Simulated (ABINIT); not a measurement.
Records of electronic-structure calculations.

```xyz
4
Lattice="2.547 -1.535 0.000 2.547 1.535 0.000 -2.527 0.000 4.202" Properties=species:S:1:pos:R:3 pbc="T T T" subject="LiHF2 (C2/m): G0W0 with ABINIT, start to end" method="RPA screening on PBEsol, plane waves, norm-conserving pseudopotentials (and 2 further levels or steps)" program="ABINIT 10.8.3" settings="cutoff 36 Ha, PseudoDojo scalar-relativistic 0.4.1 standard, norm-conserving, ngkpt (4, 4, 2), nband 22, ecuteps 3.2 Ha, inclvkb 2, shiftk (0, 0, 0), symchi 1, awtr 1, frequency ppm, 4×4×2 k-mesh" cost="5 runs, 50 s in all on 4 MPI ranks of Arm Neoverse V1, shared host" notes="The program’s warnings: nkpt*nsppol () is not a multiple of nproc spkpt (). The cell and positions are those that the Materials Project relaxed with its own functionals (PBE, PBE+U or r2SCAN), kept fixed. The 4×4×2 mesh is coarse for this cell, which bears on the long-range parts of exchange and screening." pbesol_gap="8.40 eV, indirect" g0w0_gap_on_the_mesh="12.98 eV" gw_settings="4×4×2 mesh, 22 bands, screening to 87.1 eV, Godby-Needs plasmon pole" known_limits="short of the basis limit; coarse k mesh"
Li    0.000    0.000    0.000
H    -1.263    0.000    2.101
F    -0.828    0.000    3.154
F     3.396    0.000    1.047
```

[Long decimals in the printed logs are rounded to 6 places.]

[Logs are printed without paths, hosts, clocks, repeated set-up lines and the standing remarks that a program may print on its own settings, such as how far it seeks lower states.]

[Paths, hosts, dates, memory and timing lines, banners, echoed tables and standing remarks are left out of the program output; an Ansatz launch command may be rebuilt from the run's recorded settings. Measured values are a selection of at most five: reports struck by readers or far from the other reports are left out. None is set beside runs whose start may be inverted or whose files or cutoffs have a known fault.]

[Runs of the session that timed out or met a known fault of the program may be left out.]

[Hosts, paths, dates, database ids (printed as entryN), source tags and the programs' standing remarks are cut or masked in the printed files.]

[G0W0 gaps are taken among the corrected bands and points alone; a level outside them can change the order at an edge.]

[Where Ansatz stands beside ABINIT at settings called matched, ABINIT's density can come from a denser mesh and the files from another edition; pairs whose starting gaps differed by over 0.03 eV were left out, so agreement reads better than it is.]
